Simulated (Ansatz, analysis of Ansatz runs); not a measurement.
# VPO4 (Cmcm): a line between two V sites for an added hole, part 3 of 3

Aim: the energy barrier that a trapped hole meets when it moves from one V atom to another one nearby in VPO4 (Cmcm). The model is a cell of 96 host atoms.

Ansatz 0.2.0; plane-wave PAW DFT, PBEsol+U; relaxation of all atoms of a supercell at fixed charge in a uniform background; PAW set soft_1.

So far. Step 3 (The hole on the first site): The largest changes of the moments are -0.63 μB on V6, -0.03 μB on O70 and -0.03 μB on O76. The largest part sits on the chosen site. Step 4 (The hole on the second site): The largest changes of the moments are -0.63 μB on V3, -0.03 μB on O68 and -0.03 μB on O73. The largest part sits on the chosen site.

## Step 5: Points on the line between the two structures

Level of this step: plane-wave PAW DFT, PBEsol+U; single point of a supercell at fixed charge in a uniform background; PAW set soft_1 (Ansatz).

All atoms move on the straight line between the two relaxed structures, 1.64 amu^1/2 Å long in mass-weighted terms. Each point starts from the state of the point before, once from either end, so that both localised states can be followed; the midpoint is also started with the carrier shared.

A.x0500/input.yaml

```yaml
crystal:
  lattice:
    - [-5.23155868, 7.80375834, 6.35985605]
    - [5.23155868, -7.80375834, 6.35985605]
    - [5.23155868, 7.80375834, -6.35985605]
  atoms:
    - { symbol: V, position: [-0.000971, 0.250496, 0.749974], spin: 2.0 }
    - { symbol: V, position: [-0.000971, 0.749357, 0.248837], spin: 2.0 }
[... 17 atom lines left out ...]
    - { symbol: P, position: [0.299799, 0.875351, 0.924828] }
[... 7 atom lines left out ...]
    - { symbol: P, position: [0.450043, 0.874917, 0.57536] }
[... 7 atom lines left out ...]
    - { symbol: O, position: [0.360243, 0.754683, 0.858458] }
[... 15 atom lines left out ...]
    - { symbol: O, position: [0.389598, 0.99558, 0.64173] }
[... 15 atom lines left out ...]
    - { symbol: O, position: [0.343332, 0.974378, 0.867996] }
[... 7 atom lines left out ...]
    - { symbol: O, position: [0.406492, 0.775881, 0.632189] }
[... 19 atom lines left out ...]
    - { symbol: O, position: [0.852665, 0.726577, 0.628359] }
total_charge: 1
basis:
  ecutwfc: 420
  xc_grid: 2
hamiltonian:
  xc: pbesol
  hubbard:
    sites: [{ species: V, l: d, u_eff: 4.0 }]
    projectors: ortho-atomic
  pseudopotentials: { kind: paw, azcp: { folder: soft_1 }, xc_functional: pbe }
kpoints:
  mp_grid: { grid: [1, 1, 1] }
magnetization:
  spin_polarized: true
  initial_magnetization: 31
  spin_locking: { lock_magnetization: hard }
scf:
  occupations: { method: fermi_dirac, width: 0.01 }
  max_iter: 120
  lower_state_search: "off"
output:
  forces: true
  eigenvalues: true
  eigenstates: { localisation: true }
  write_density: true
  write_potential: true
  volumetric_format: npy
checkpoint:
  read: "../A.x0375.run"
  write: "../A.x0500.run"
  compress: false
  write_wavefunctions: true
  write_every: 100000
```

Run with:

```
$ ansatz run input.yaml --threads 8 --pin off --max-ram 18841MiB --backend cpu --events-out ev --progress --plain --runs-dir out
```

Numbers of over 12 decimals in the logs are rounded to 6 here.

Output:

```text
[...]
Warning: checkpoint.read: the run can stay near the saved state's solution: 96 site(s) moved relative to the saved geometry (max |Δs| = 1.384e-3 fractional); [...]
[...]
Crystal: 96 atoms, lattice volume = 1038.585 Å³
Basis set: ecut = 420 eV, 20271 PW (Γ), exchange–correlation on 160×160×160 points (8 copies of the dense FFT grid, shifted against one another)
Bands: 447, of which v1, the nominal top of the filled ones, is band 336 counted from 1 (335 counted from 0)
Symmetry: 1 space group operations
[...]
k-points: 1
[...]
Starting moments: Σ|m| = 31 μB on 16 of 96 sites; this step starts from the density that it was given
[...]
SCF iter  49: F=—  HF=-93927.351548 eV  |F-HF|=—  |Δ(HF+E_count)|=   9.03e-6  Δρ=1.39e-4 (↑1.39e-4 ↓5.13e-6)  dr2=3.85e-4  dr2_m=4.56e-5  M=31.000 μB ∫|m|=34.337 μB  ethr=7.74e-10  ⟨swp⟩=11.0  Hψ=4517  notcnv=0
[...]
iteration 49: the SCF's residuals had fallen too slowly under its mixing. It goes on by minimising its free energy, and can end on another state than longer mixing would; [...]
SCF iter  50: F=—  HF=-93927.351547 eV  |F-HF|=—  |Δ(HF+E_count)|=   1.61e-6  Δρ=4.24e-5 (↑4.24e-5 ↓1.59e-5)  dr2=5.47e-5  dr2_m=2.48e-6  M=31.000 μB ∫|m|=34.338 μB  ethr=7.74e-10  ⟨swp⟩=11.0  Hψ=5288  notcnv=0
[...]
SCF iter  54: F=-93927.351545 eV  HF=-93927.351545 eV  |F-HF|=1.75e-8  |Δ(HF+E_count)|=  1.46e-11  Δρ=8.28e-7 (↑8.28e-7 ↓4.42e-7)  dr2=2.19e-8  dr2_m=1.52e-9  M=31.000 μB ∫|m|=34.338 μB  ethr=3.26e-12  ⟨swp⟩=7.5  Hψ=5451  notcnv=0
SCF 1 converged in 54 iterations: F = -93927.351545 eV  dr2 = 2.19e-8
[...]
SCF converged after 54 iterations
Stability not told: the SCF's own minimisation came to no verdict on its close; the lowest value that the minimisation read is 2.2e-2 (residual 3.6e-2): no lower mode is shown, and none is ruled out
Magnetization: 31.0000 μB (351.0000 up, 320.0000 down)
Absolute magnetization: 34.3712 μB (∫|ρ↑−ρ↓|, with the PAW one-centre terms)
[...]
Per-site moments (μB) at R_I (Å): [(1.529174, 0.796523), (1.527526, 0.795954), (1.375762, 0.776391), [... 93 left out ...]
Free energy (F): -93927.351545 eV
[...]
Internal energy: -93927.351446 eV  (E = F + TS)
E sigma→0 (E₀):  -93927.351495 eV
Entropy (-TS):   -0.000099 eV (-0.001 meV/atom)
Fermi energy:    7.241920 (↑ 7.241920, ↓ 8.061586) eV
[...]
--- Forces (eV/Å), atoms counted from 1 ---
  atom   1  V     -0.04948547     0.09498544     0.01502518
  atom   2  V      0.04430834     0.08539764     0.01955124
  atom   3  V     -0.04301297    -0.10243422     0.02644146
  [... 2 atoms left out ...]
  atom   6  V      0.04142950    -0.06347253     0.02099405
  [... 13 atoms left out ...]
  atom  20  P      0.03817761    -0.44750727     0.43410438
  [... 7 atoms left out ...]
  atom  28  P      0.33364465    -0.18650645     0.15227404
  [... 7 atoms left out ...]
  atom  36  O     -0.14539851     0.10719982     0.02021945
  [... 8 atoms left out ...]
  atom  45  O     -0.10702571    -0.02236873    -0.08732037
  [... 6 atoms left out ...]
  atom  52  O     -0.30159586     0.19005787     0.19546427
  [... 5 atoms left out ...]
  atom  58  O     -0.15555306    -0.07908122    -0.11964915
  [... 9 atoms left out ...]
  atom  68  O     -0.08849153     0.68813967    -0.32252665
  [... 7 atoms left out ...]
  atom  76  O      0.00338584     0.05685753     0.02067909
  [... 20 atoms left out ...]
  max |Σ_I F_I| component: 1.27e-5 eV/Å
--- Band table (eV) ---
[...]
Occupation matrices written to <dir>
```

It took 3.4 min on 8 threads of Arm Neoverse V1, shared host; peak memory 3.5 GiB; 26 min of CPU time.

States next to the filling edge at the first k-point, on the run's own zero (eigenstates.tsv). The participation number counts the atoms that a state is spread over, of 96; bands count from 0.

```
spin  band  energy (eV)  occupation  participation  largest share on  share
down   314        6.020        1.00           30.7               O93   0.08
down   315        6.029        1.00           29.9               O83   0.07
down   316        6.113        1.00           29.4               O74   0.06
down   317        6.169        1.00           48.3               O33   0.03
down   318        6.258        1.00           31.7               O80   0.06
down   319        6.359        1.00           54.1               O87   0.03
down   320        9.764        0.00            1.5                V6   0.80
down   321       10.435        0.00           18.8                V6   0.13
down   322       10.577        0.00            3.6                V3   0.40
down   323       10.608        0.00            3.9                V6   0.49
down   324       10.626        0.00            6.5                V6   0.31
  up   345        6.762        1.00           18.9                V8   0.15
  up   346        6.791        1.00           12.6                V2   0.16
  up   347        6.802        1.00           18.4                V1   0.16
  up   348        6.951        1.00           26.9               V10   0.09
  up   349        7.003        1.00           25.2                V2   0.12
  up   350        7.168        1.00            6.7                V3   0.33
  up   351        7.316        0.00            7.5                V6   0.30
  up   352        8.623        0.00            1.7                V6   0.78
  up   353        9.188        0.00           22.4               V14   0.08
  up   354        9.352        0.00            3.9               V14   0.47
  up   355        9.368        0.00            3.9               V13   0.47
```

Under PBEsol+U (4 eV) at the zone centre alone, the highest filled state is spin up, spread over 7 of 96 atoms, and the lowest empty one, 0.15 eV above it, is spin up, spread over 7 of 96 atoms.

Spin density in the bc plane at fractional x = 0.375, through the centre, with atoms of O within 0.45 Å of it.

Values in units of 1e-2 e/Å³, 13 rows by 16 columns, each cell a mean:
```
-0.9 -0.3  0.1 -0.3 -0.4  0.1  0.1  0.1  0.1 -0.3  0.1  0.1 -0.1  0.2  0.2 -0.2
-0.8  0.8  0.5 -3.0 -1.7 -0.1  0.1  0.7 -2.0 -0.1  1.0 -1.0 -2.6 -0.4 -0.3 -2.2
 2.2  3.7  1.1  0.3  0.2  0.1  0.0 -0.8  0.3  4.8  1.9 -0.8 -0.5  0.1 -0.3 -0.8
 0.3  1.3  4.2  2.8 -0.3 -0.1  0.0  0.3  1.2  1.5  1.9  1.1  0.0 -0.6  0.1  0.3
-4.0  0.7  1.9 -2.3  0.0  0.2  0.0 -0.3 -2.5 -0.3  0.7 -0.5 -4.7 -1.7 -0.1 -3.0
-0.5  0.2 -0.3 -0.5  0.4  0.1  0.1 -0.1 -1.3  0.2 -0.3 -3.6 -1.5  0.0  0.2 -0.9
 0.1  0.0  0.0  0.1  0.1  0.2  0.3  0.0 -0.2 -0.1 -0.1 -0.1 -0.1  0.3  0.2  0.0
 0.2 -0.8  0.3  0.0  0.6  0.0 -0.1 -0.6 -0.4  0.1  0.4 -1.8 -1.3  0.0  0.1  0.5
-2.3  2.4  1.7 -1.4 -1.6 -0.1 -0.4 -0.6  0.9  3.7  0.9 -1.9 -0.7  0.1  0.0 -0.7
 2.2  4.2  2.1  1.9  0.7  0.0 -0.1  0.3  2.4  3.0  2.5  2.8  0.6  0.0  0.0  0.0
-0.4  0.3  3.8  3.1 -0.2 -0.5  0.0 -0.4 -1.6  0.9  4.0  0.6 -1.8 -0.2  0.1  0.2
-2.5  0.1  0.8  0.0 -0.1 -0.4 -0.2 -0.7 -0.8  0.4  0.0 -1.6  1.1  0.1  0.0  0.2
-0.2  0.0 -0.1 -0.4 -0.3  0.2  0.3  0.1  0.0  0.1 -0.1  0.1  0.1  0.1  0.3  0.1
```
Columns run along b (11.3 Å), rows up along c (11.3 Å). Atoms in or near the plane, at fractional coordinates: O at (0.25, 0.36), O at (0.75, 0.86), O at (0.25, 0.89), O at (0.75, 0.40), O at (0.50, 0.14), O at (0.00, 0.64), O at (0.50, 0.61), O at (0.00, 0.10), O at (0.48, 0.37), O at (0.97, 0.87), O at (0.27, 0.13), O at (0.78, 0.63), O at (0.02, 0.37), O at (0.52, 0.87) and more.

Valence density in the bc plane at fractional x = 0.375, through the centre, with atoms of O within 0.45 Å of it. It is the smooth field of the valence electrons, not physical close to the nuclei.

Ten even steps from '_' (0.0 e/Å³) to '@' (6.4 e/Å³), each cell a mean:
```
________________......__________________________________________
--::..________--++==..__________..::..__________..::::..____..::
##--________==@@@@--__________::####--________::##%%--..____::**
--________..==++--__________..**%%++..______..**@@++..____..--++
____________..______________..--::..________..--::..________....
________________________________________________________________
....____________....____________________________________________
++--..______..--++--..__________..::..__________..::..______..--
%%--______..==@@%%::__________--####--________--**++::____..==@@
::________..==++::__________::##@@++..______..++++--..__..::==**
____________..______________::--::__________......________....__
____________________________....________________________________
________________________________________________......__________
..::::__________..--::..____..::==--..________--**==..__________
####--________--%%%%--..____--##%%--________--@@@@--__________::
%%==..______::**%%==..____..--++--________..--++--__________..**
::__________..::::__________..______________..______________..::
________________________________________________________________
__________________________________..______________..____________
..::..__________..::..________--++--..______..--++--..__________
####::________--##**::____..==@@@@--________--@@%%--__________--
@@==..______::**##--..____::++**--________..==++::__________::##
::__________..::....______......____________..______________::==
____________________________________________________________....
```
Columns run along b (11.3 Å), rows up along c (11.3 Å). Atoms in or near the plane, at fractional coordinates: O at (0.25, 0.36), O at (0.75, 0.86), O at (0.25, 0.89), O at (0.75, 0.40), O at (0.50, 0.14), O at (0.00, 0.64), O at (0.50, 0.61), O at (0.00, 0.10), O at (0.48, 0.37), O at (0.97, 0.87), O at (0.27, 0.13), O at (0.78, 0.63), O at (0.02, 0.37), O at (0.52, 0.87) and more.

Electrostatic potential energy in the bc plane at fractional x = 0.375, through the centre, with atoms of O within 0.45 Å of it. With pseudopotentials it is smooth inside the atoms' cores, unlike the true potential.

Values in eV, 13 rows by 16 columns, each cell a mean:
```
 -2  11  12   4 -13   5  13  14   8   9  13  13   7   2 -12  -8
-15   9   7 -24 -16  12  14  -2 -26   0  10  -5 -28  -7   1 -18
  8   8   7   2  10  13  13  -3  -2   7   8  -6  -1  11  11   4
  0   7   8   6   2  12  13  11   8   7   7   7   9  11  12   9
-21   8   7 -19 -19  12  13   2 -23  -3   8  -1 -21   0   4 -21
  9  12   9  -3  10  14  11 -15 -12  10  11  -6 -10 -12  -4  -7
 14  13  13  14  13  10  -3  -7   6  12  13   9  -4  -2  10  13
-11   1  11   7 -15  -8  -9 -13 -20   9  11 -11 -25   7  14  10
-19   5   9 -13 -18   5   7 -13  -1   9   6 -14   1  13  13 -11
  8   8   8   7  10  13  13  11   9   8   8   8  10  13  13   9
 -3   3   8   8  -3   6  10  -1 -15   6   7  -4 -14  11  13  11
-26   4  11 -11 -24  -5  -4 -25  -8  11   6 -21  -4  13  13 -12
  3  12  13   4  -4 -13   3   9  13  13  12  11  14  13   6  -8
```
Columns run along b (11.3 Å; values clipped at the 3rd and 97th percentile), rows up along c (11.3 Å). Atoms in or near the plane, at fractional coordinates: O at (0.25, 0.36), O at (0.75, 0.86), O at (0.25, 0.89), O at (0.75, 0.40), O at (0.50, 0.14), O at (0.00, 0.64), O at (0.50, 0.61), O at (0.00, 0.10), O at (0.48, 0.37), O at (0.97, 0.87), O at (0.27, 0.13), O at (0.78, 0.63), O at (0.02, 0.37), O at (0.52, 0.87) and more.

Free energies from the first end:

```
started from  fraction  energy (eV)  moment change on V6 (μB)  on V3 (μB)
  first site         0        0.000                     -0.63       -0.01
  first site     0.125        0.016                     -0.61       -0.02
  first site      0.25        0.063                     -0.57       -0.03
  first site     0.375        0.140                     -0.53       -0.04
  first site       0.5        0.217                     -0.27       -0.16
  first site     0.625        0.140                     -0.04       -0.53
 second site     0.875        0.016                     -0.02       -0.61
 second site      0.75        0.063                     -0.03       -0.57
 second site     0.625        0.140                     -0.04       -0.53
 second site       0.5        0.217                     -0.16       -0.27
 second site     0.375        0.140                     -0.53       -0.04
      shared       0.5        0.223                     -0.21       -0.21
 second site         1        0.000                     -0.01       -0.63
```

## Step 6: Results

| Item | Value |
| --- | --- |
| distance of the two sites without the carrier | 4.70 Å |

The highest point of the line lies 0.22 eV above the first end, but there the hole is shared and partly spread further, so this is no barrier of a single pair, which may be higher, and the image-charge term need not cancel. A shorter hop, 3.18 Å to V12, was not computed. No run compares the localised hole with one spread in the band, so its binding is unknown. The magnetic order was assumed and need not be the ground state. The total moment is locked, so a carrier of the other spin direction was not tried. The program's search for lower electronic states was switched off in all runs, so that each state is followed; none is shown to be the lowest at its structure. No image-charge correction is applied; it nearly cancels along the line while the charge stays localised. What this leaves open: sampling at the zone centre alone can move energies of charged and open-shell states by tenths of an eV or more in cells of this size; gap and trapping depend on the U chosen (V d 4.0 eV).

[Logs are printed without paths, hosts, clocks, repeated set-up lines and the standing remarks that a program may print on its own settings, such as how far it seeks lower states.]

[Hosts, paths, dates, database ids (printed as entryN), source tags and the programs' standing remarks are cut or masked in the printed files.]
